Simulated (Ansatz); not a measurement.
# Rb (Im-3m, 1 atom in the cell): converging a phonon calculation

How do the frequencies of Rb (Im-3m, 1 atom in the cell) move with q mesh, k mesh and cutoff?

Method: DFT PBEsol, scalar-relativistic, plane waves, PAW, in Ansatz 0.2.0.

Most raw output is cut from this account.

The database entry behind the starting cell lists a temperature near 78 K, so it need not match the best structure at ambient conditions.

### Step 1. Starting point

It takes space group Im-3m (No. 229, cubic). Conventional cell: a = 5.605 Å, b = 5.605 Å, c = 5.605 Å, α = 90.00°, β = 90.00°, γ = 90.00°. Rb has 8 Rb at 4.85 Å nearest.

Coordinates:

```cif
data_structure
_symmetry_space_group_name_H-M 'Im-3m'
_symmetry_Int_Tables_number 229
_cell_length_a 5.6050
_cell_length_b 5.6050
_cell_length_c 5.6050
_cell_angle_alpha 90.000
_cell_angle_beta 90.000
_cell_angle_gamma 90.000
_cell_volume 176.09
loop_
_atom_site_label
_atom_site_type_symbol
_atom_site_symmetry_multiplicity
_atom_site_Wyckoff_symbol
_atom_site_fract_x
_atom_site_fract_y
_atom_site_fract_z
_atom_site_occupancy
Rb1 Rb 2 a 0.00000 0.00000 0.00000 1
```

### Step 2. Tight relaxation

Phonons need a cell at rest on their own settings, so the relaxation is repeated with tight tolerances on forces and stress on the k mesh and occupations of the first response run.

File input.yaml:

```yaml
crystal:
  lattice:
    - [-2.8025, 2.8025, 2.8025]
    - [2.8025, -2.8025, 2.8025]
    - [2.8025, 2.8025, -2.8025]
  atoms:
    - { symbol: Rb, position: [0.0, 0.0, 0.0] }
kpoints:
  mp_grid: { grid: [12, 12, 12] }
hamiltonian:
  xc: pbesol
scf:
  occupations: { method: methfessel_paxton, width: 0.15 }
output:
  forces: true
  stress: true
  eigenvalues: true
relax:
  adjacent_minimum: "off"
  f_tol: 0.001
  max_steps: 60
  cell: { stress_tol: 0.01 }
```

The run is started by

```bash
$ ansatz run input.yaml --threads 4 --pin off --max-ram 7168MiB --backend cpu --events-out ev --progress --plain --runs-dir out
```

Wall time 3.3 s (4 threads of Arm Neoverse V2, shared host); peak memory 0.38 GiB.

Step by step:

```
step  energy less that of the first step (eV)  largest force component (eV/Å)  pressure (GPa)  volume (Å³)
   1                                   0.0000                          0.0000           -0.05        88.04
   2                                   0.0000                          0.0000           -0.05        87.89
   3                                  -0.0003                          0.0000            0.00        86.38
  4*                                  -0.0003                          0.0000            0.00        86.38
```

Relaxation steps marked * repeat the geometry before them on a plane-wave basis chosen anew for their cell, so energy and pressure can jump there.

```
conventional cell, symmetrised  before  after  change
                         a (Å)   5.605  5.569  -0.6 %
                         b (Å)   5.605  5.569  -0.6 %
                         c (Å)   5.605  5.569  -0.6 %
              volume (Å³/atom)   88.04  86.38  -1.9 %
```

Final coordinates:

```xyz
1
Lattice="-2.7847 2.7847 2.7847 2.7847 -2.7847 2.7847 2.7847 2.7847 -2.7847" Properties=species:S:1:pos:R:3 pbc="T T T"
Rb    0.0000    0.0000    0.0000
```

This step gave:

```yaml
pressure: 0.001091 GPa
volume_per_atom: 86.38 Å³
gap_on_the_k_mesh: 0 eV
```

The forces vanish by symmetry and the pressure is 0.001 GPa, within the tolerances set. The cell now holds 86.38 Å³/atom.

### Step 3. Phonons on a q mesh

Stability and thermal properties need the whole zone. Linear response on a 4×4×4 q mesh gives force constants as far as a supercell of that size would.

File input.yaml:

```yaml
crystal:
  lattice:
    - [-2.7847293308, 2.7847293308, 2.7847293308]
    - [2.7847293308, -2.7847293308, 2.7847293308]
    - [2.7847293308, 2.7847293308, -2.7847293308]
  atoms:
    - { symbol: Rb, position: [0.0, 0.0, 0.0] }
kpoints:
  mp_grid: { grid: [12, 12, 12] }
hamiltonian:
  xc: pbesol
scf:
  occupations: { method: methfessel_paxton, width: 0.15 }
output:
  eigenvalues: true
phonons:
  method: dfpt
  qmesh: [4, 4, 4]
  temperatures: { t_max: 1000, t_step: 50 }
  qpath:
    path:
      - [[0.0, 0.0, 0.0], [0.5, -0.5, 0.5], [0.0, 0.0, 0.5], [0.0, 0.0, 0.0], [0.25, 0.25, 0.25], [0.5, -0.5, 0.5]]
      - [[0.25, 0.25, 0.25], [0.0, 0.0, 0.5]]
    npoints: 10
```

Elapsed: 89 s, on 4 threads; peak memory 2.6 GiB; 5.7 min of CPU time.

This step gave:

| Property | Result |
| --- | --- |
| sum-rule residual before enforcement | 1.10e-5 eV/Å² |
| lowest frequency on the path | 0 cm⁻¹ |
| highest frequency on the path or at a solved wavevector | 49.43 cm⁻¹ |
| mean frequency | 31.6 cm⁻¹ |
| Debye temperature (second moment) | 63 K |
| logarithmic mean frequency | 28.8 cm⁻¹ |
| lowest mode on the q mesh (acoustic modes at Γ apart) | 6.64 cm⁻¹ |
| zero-point energy per atom | 5.87 meV |
| heat capacity at 300 K | 24.88 J/(mol atoms K) |
| vibrational entropy at 300 K | 74.3 J/(mol atoms K) |

Frequencies (cm⁻¹) solved at each irreducible wavevector; negative means imaginary. Frequencies by wavevector, by row:

```
q in reciprocal lattice units  star  mode 1  mode 2  mode 3
                        0 0 0     1       0       0       0
                     0 0 0.25    12     6.6    21.6      34
                     0 0 -0.5     6     8.8    30.7    49.4
                  0 0.25 0.25    24    18.5    34.4    45.3
               0.25 0.25 0.25     2    36.9    36.9    36.9
              0.25 0.25 -0.25     6    31.4    31.4    34.8
               0.25 -0.5 -0.5    12    31.8    39.1    47.6
               -0.5 -0.5 -0.5     1      46      46      46
```

Interpolated from a 4×4×4 q mesh. The phonon branches at the labelled points (cm⁻¹):

```
    point  branch 1  branch 2  branch 3
        Γ         0         0         0
  halfway        31        31        35
        H        46        46        46
  halfway        32        39        48
        N         9        31        49
  halfway         7        22        34
        Γ         0         0         0
  halfway        19        19        39
        P        37        37        37
  halfway        24        44        44
        H        46        46        46
jump to P        37        37        37
  halfway        22        34        47
        N         9        31        49
```

Symmetry leaves 8 wavevectors to solve. The lowest mode among them, the acoustic zeros apart, lies at q = (0, 0, 0.25) and is real, 6.6 cm⁻¹.

### Step 4. Another q mesh, q mesh 2×2×2

The q mesh is changed to 2×2×2, to see how far the force constants must reach.

Changes to input.yaml since step 3:

```diff
@@ -17,3 +17,3 @@
   method: dfpt
-  qmesh: [4, 4, 4]
+  qmesh: [2, 2, 2]
   temperatures: { t_max: 1000, t_step: 50 }
```

Elapsed: 15 s, on 4 threads; peak memory 1 GiB.

This step gave:

```
mean frequency                                        : 31.5 cm⁻¹
Debye temperature (second moment)                     : 62 K
logarithmic mean frequency                            : 28.7 cm⁻¹
lowest mode on the q mesh (acoustic modes at Γ apart) : 8.75 cm⁻¹
zero-point energy per atom                            : 5.86 meV
vibrational entropy at 300 K                          : 74.38 J/(mol atoms K)
```

Frequencies (cm⁻¹) solved at each irreducible wavevector; negative means imaginary. Frequencies by wavevector, by row:

```
q in reciprocal lattice units  star  mode 1  mode 2  mode 3
                        0 0 0     1       0       0       0
                     0 0 -0.5     6     8.8    30.7    49.4
               -0.5 -0.5 -0.5     1      46      46      46
```

Interpolated from a 2×2×2 q mesh. Phonon branches along the path, in cm⁻¹:

```
    point  branch 1  branch 2  branch 3
        Γ         0         0         0
  halfway        32        32        36
        H        46        46        46
  halfway        33        39        48
        N         9        31        49
  halfway         6        22        35
        Γ         0         0         0
  halfway        18        18        40
        P        35        35        35
  halfway        26        44        44
        H        46        46        46
jump to P        35        35        35
  halfway        20        33        46
        N         9        31        49
```

The mean frequency is 31.5 cm⁻¹, -0.1 cm⁻¹ against the base run.

The highest branch reaches 49.4 cm⁻¹ on this path, at N. No branch goes imaginary on this path.

### Step 5. Another q mesh, q mesh 3×3×3

The q mesh is changed to 3×3×3, to see how far the force constants must reach.

Changes to input.yaml since step 4:

```diff
@@ -17,3 +17,3 @@
   method: dfpt
-  qmesh: [2, 2, 2]
+  qmesh: [3, 3, 3]
   temperatures: { t_max: 1000, t_step: 50 }
```

Elapsed: 40 s, on 4 threads; peak memory 1.6 GiB; 2.6 min of CPU time.

Frequencies (cm⁻¹) solved at each irreducible wavevector; negative means imaginary. Frequencies by wavevector, by row:

```
q in reciprocal lattice units  star  mode 1  mode 2  mode 3
                        0 0 0     1       0       0       0
                   0 0 0.3333    12     7.8    26.5    42.6
              0 0.3333 0.3333     8    20.4    42.7    42.7
        0.3333 0.3333 -0.3333     6    39.2    39.2    40.8
```

The mean frequency is 31.6 cm⁻¹, +0.0 cm⁻¹ against the base run.

### Step 6. Another q mesh, q mesh 6×6×6

The q mesh is changed to 6×6×6, to see how far the force constants must reach.

Changes to input.yaml since step 5:

```diff
@@ -17,3 +17,3 @@
   method: dfpt
-  qmesh: [3, 3, 3]
+  qmesh: [6, 6, 6]
   temperatures: { t_max: 1000, t_step: 50 }
```

The job ended after 4.5 min (4 threads; peak memory 2.6 GiB).

Frequencies (cm⁻¹) solved at each irreducible wavevector; negative means imaginary. Frequencies by wavevector, by row:

```
q in reciprocal lattice units  star  mode 1  mode 2  mode 3
                        0 0 0     1       0       0       0
                   0 0 0.1667    12     4.9    15.3    23.6
                   0 0 0.3333    12     7.8    26.5    42.6
                     0 0 -0.5     6     8.8    30.7    49.4
              0 0.1667 0.1667    24    13.8    23.4    37.7
              0 0.1667 0.3333    48    16.8    33.2    46.7
              0 0.3333 0.3333     8    20.4    42.7    42.7
         0.1667 0.1667 0.1667     8    26.2    26.2    44.3
         0.1667 0.1667 0.3333    12    27.5    35.7    43.8
        0.1667 0.1667 -0.1667     6    21.6    21.6    25.3
        0.1667 0.3333 -0.3333    24    23.2    31.3    41.9
             0.1667 -0.5 -0.5    12    23.1    35.2    48.5
          0.1667 -0.5 -0.3333    24    27.1    40.5    45.8
        0.3333 0.3333 -0.3333     6    39.2    39.2    40.8
             0.3333 -0.5 -0.5    12    39.1    42.7    46.7
               -0.5 -0.5 -0.5     1      46      46      46
```

The mean frequency is 31.6 cm⁻¹, +0.0 cm⁻¹ against the base run.

### Step 7. The series together

Times are for 4 threads of Arm Neoverse V2, shared host. The runs compared:

```
no.  q mesh    k-mesh  mean frequency (cm⁻¹)  zero-point energy per atom (meV)  lowest frequency on the path (cm⁻¹)     time  memory (GiB)
  1   2×2×2  12×12×12                   31.5                              5.86                                    0     15 s           1.0
  2   3×3×3  12×12×12                   31.6                              5.87                                    0     40 s           1.6
  3   6×6×6  12×12×12                   31.6                              5.88                                    0  4.5 min           2.6
```

The runs together. The phonon density of states by wavenumber; read off at these points; values in 1/cm⁻¹/cell:

```
wavenumber (cm⁻¹)  2×2×2, 12×12×12  3×3×3, 12×12×12  6×6×6, 12×12×12
              0.5           1.5e-4           2.2e-4           9.0e-5
              1.5           7.7e-4           6.5e-4           5.5e-4
              3.5          0.00177          0.00201          0.00156
              4.5          0.00306          0.00348          0.00281
              5.5          0.00499           0.0061          0.00515
              7.5           0.0140           0.0147           0.0140
              8.5           0.0213           0.0203           0.0213
              9.5           0.0316           0.0268           0.0309
             11.5           0.0400           0.0388           0.0391
             12.5           0.0425           0.0421           0.0428
             13.5           0.0465           0.0465           0.0472
             15.5           0.0562           0.0551           0.0556
             16.5           0.0598           0.0597           0.0601
             17.5           0.0645           0.0660           0.0665
             19.5           0.0766           0.0782           0.0787
             20.5           0.0760           0.0776           0.0759
             21.5           0.0632           0.0652           0.0650
             23.5           0.0575           0.0579           0.0570
             24.5           0.0573           0.0578           0.0571
             25.5           0.0576           0.0584           0.0576
             26.5           0.0598           0.0595           0.0584
             28.5           0.0673           0.0659           0.0635
             29.5           0.0742           0.0734           0.0693
             30.5           0.0904           0.0893           0.0815
             31.5           0.0980           0.0919           0.0895
             32.5           0.0919           0.0875           0.0869
             33.5           0.0887           0.0866           0.0863
             34.5           0.0821           0.0821           0.0845
             36.5           0.0695           0.0773           0.0803
             37.5           0.0669           0.0714           0.0728
             38.5           0.0653           0.0696           0.0700
             40.5           0.0705           0.0685           0.0686
             41.5           0.0728           0.0713           0.0709
             42.5           0.0813           0.0775           0.0777
             44.5            0.134            0.123            0.126
             45.5            0.168            0.183            0.190
             46.5            0.158            0.145            0.156
             48.5           0.0496           0.0577           0.0558
             49.5          0.00434           0.0179          0.00701
```

The runs together, line C_V. Table of C_V by temperature; values in J/mol-atom/K:

```
temperature (K)  2×2×2, 12×12×12  3×3×3, 12×12×12  6×6×6, 12×12×12
              0                0                0                0
             50             23.1             23.1             23.1
            100             24.5             24.5             24.5
            150             24.7             24.7             24.7
            200             24.8             24.8             24.8
            250             24.9             24.9             24.9
            300             24.9             24.9             24.9
            350             24.9             24.9             24.9
            400             24.9             24.9             24.9
            450             24.9             24.9             24.9
            500             24.9             24.9             24.9
            550             24.9             24.9             24.9
            600             24.9             24.9             24.9
            650             24.9             24.9             24.9
            700             24.9             24.9             24.9
            750             24.9             24.9             24.9
            800             24.9             24.9             24.9
            850             24.9             24.9             24.9
            900             24.9             24.9             24.9
            950             24.9             24.9             24.9
           1000             24.9             24.9             24.9
```

### Step 8. Another k mesh, k-mesh 4×4×4, q mesh 2×2×2

The k mesh is changed to 4×4×4 on a small fixed q mesh, to find the coarsest that serves.

Changes to input.yaml since step 6:

```diff
@@ -8,3 +8,3 @@
 kpoints:
-  mp_grid: { grid: [12, 12, 12] }
+  mp_grid: { grid: [4, 4, 4] }
 hamiltonian:
@@ -17,3 +17,3 @@
   method: dfpt
-  qmesh: [6, 6, 6]
+  qmesh: [2, 2, 2]
   temperatures: { t_max: 1000, t_step: 50 }
```

It took 2.1 s on 4 threads; peak memory 0.45 GiB.

The run finished; it serves as a test, and its numbers are not taken as the result.

### Step 9. Another k mesh, k-mesh 6×6×6, q mesh 2×2×2

The k mesh is changed to 6×6×6 on a small fixed q mesh, to find the coarsest that serves.

Changes to input.yaml since step 8:

```diff
@@ -8,3 +8,3 @@
 kpoints:
-  mp_grid: { grid: [4, 4, 4] }
+  mp_grid: { grid: [6, 6, 6] }
 hamiltonian:
```

It took 3.5 s on 4 threads; peak memory 0.51 GiB.

The run finished; it serves as a test, and its numbers are not taken as the result.

### Step 10. Another k mesh, k-mesh 8×8×8, q mesh 2×2×2

The k mesh is changed to 8×8×8 on a small fixed q mesh, to find the coarsest that serves.

Changes to input.yaml since step 9:

```diff
@@ -8,3 +8,3 @@
 kpoints:
-  mp_grid: { grid: [6, 6, 6] }
+  mp_grid: { grid: [8, 8, 8] }
 hamiltonian:
```

Wall time 5.9 s (4 threads); peak memory 0.64 GiB; 22 s of CPU time.

Frequencies (cm⁻¹) solved at each irreducible wavevector; negative means imaginary. Frequencies by wavevector, by row:

```
q in reciprocal lattice units  star  mode 1  mode 2  mode 3
                        0 0 0     1       0       0       0
                     0 0 -0.5     6       8    30.4    48.9
               -0.5 -0.5 -0.5     1    45.7    45.7    45.7
```

Against step 4 (now k-mesh 8×8×8), the highest frequency on the path or at a solved wavevector goes from 49.4 to 48.9 cm⁻¹, the lowest mode on the q mesh (acoustic modes at Γ apart) goes from 8.75 cm⁻¹ to 8.02 cm⁻¹ and the logarithmic mean frequency goes from 28.7 cm⁻¹ to 28.4 cm⁻¹. The highest frequency on the path or at a solved wavevector moves by under 1 % between these two settings.

### Step 11. Another k mesh, q mesh 2×2×2

The k mesh is changed to 12×12×12 on a small fixed q mesh, to find the coarsest that serves.

Changes to input.yaml since step 10:

```diff
@@ -8,3 +8,3 @@
 kpoints:
-  mp_grid: { grid: [8, 8, 8] }
+  mp_grid: { grid: [12, 12, 12] }
 hamiltonian:
```

Run time: 15 s. Hardware: 4 threads; peak memory 1 GiB.

### Step 12. Another k mesh, k-mesh 18×18×18, q mesh 2×2×2

The k mesh is changed to 18×18×18 on a small fixed q mesh, to find the coarsest that serves.

Changes to input.yaml since step 11:

```diff
@@ -8,3 +8,3 @@
 kpoints:
-  mp_grid: { grid: [12, 12, 12] }
+  mp_grid: { grid: [18, 18, 18] }
 hamiltonian:
```

Elapsed: 45 s, on 4 threads; peak memory 2.4 GiB; 2.9 min of CPU time.

Frequencies (cm⁻¹) solved at each irreducible wavevector; negative means imaginary. Frequencies by wavevector, by row:

```
q in reciprocal lattice units  star  mode 1  mode 2  mode 3
                        0 0 0     1       0       0       0
                     0 0 -0.5     6       9    30.8    49.6
               -0.5 -0.5 -0.5     1      46      46      46
```

Against step 4 (now k-mesh 18×18×18), the highest frequency on the path or at a solved wavevector goes from 49.4 to 49.6 cm⁻¹, the lowest mode on the q mesh (acoustic modes at Γ apart) goes from 8.75 cm⁻¹ to 9.01 cm⁻¹ and the Debye temperature (second moment) goes from 62 K to 63 K. The highest frequency on the path or at a solved wavevector moves by under 1 % between these two settings.

[end of part 1 of 2]

[Logs are printed without paths, hosts, clocks, repeated set-up lines and the standing remarks that a program may print on its own settings, such as how far it seeks lower states.]

[Hosts, paths, dates, database ids (printed as entryN), source tags and the programs' standing remarks are cut or masked in the printed files.]
